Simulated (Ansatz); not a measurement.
# Does disorder add resistance in series? Au(111) layers displaced at 800 K

Two lengths of the disordered region are known. What area resistance does the third give?

Set-up. Ansatz 0.2.0, plane waves with PAW datasets at their recommended cutoffs (420 eV for most), Fermi-Dirac smearing; ballistic transmission by layer matching. The area resistance is RA = A (h/2e²)(1/T − 1/N), with T the zone-mean transmission per spin and N the lead's channels, both averaged over a few energies near the Fermi level; for magnets each spin is taken apart, with h/e², and the two conduct in parallel. Lateral cell 2x2, PBE, a fresh random draw for each length. Atoms are displaced independently, by 0.147 Å r.m.s. per direction; each RA is scaled by the nominal over the drawn mean square displacement.

The runs, with one result withheld:

```
length (Å)  channels N  RA (fΩ m²)
      9.42       3.210       0.105
      18.8       3.210       0.195
      28.3       3.210           ?
```

Worked fit:

Ohm's law makes RA linear in the length: the slope is (0.195 − 0.105)/(18.8 − 9.42) = 9.56×10⁻³ fΩ m² per Å, or 9.6 µΩ cm. Then 0.195 + 9.56×10⁻³ × 9.42. Predicted: 0.285 fΩ m².

**The withheld run.**

0.318 fΩ m², so the prediction is 10 % too low. The three lengths together give 11 µΩ cm. The two increments are 0.090 and 0.12 fΩ m²; with one draw for each length, their difference can't be told from scatter.

**Limits.** The scatterers repeat sideways with the small cell. The slope is a raw one; a model of isotropic scattering puts it 1.11 times the bulk value over these lengths. Spin-orbit coupling is left out, which matters for Au.

[Logs are printed without paths, hosts, clocks, repeated set-up lines and the standing remarks that a program may print on its own settings, such as how far it seeks lower states.]
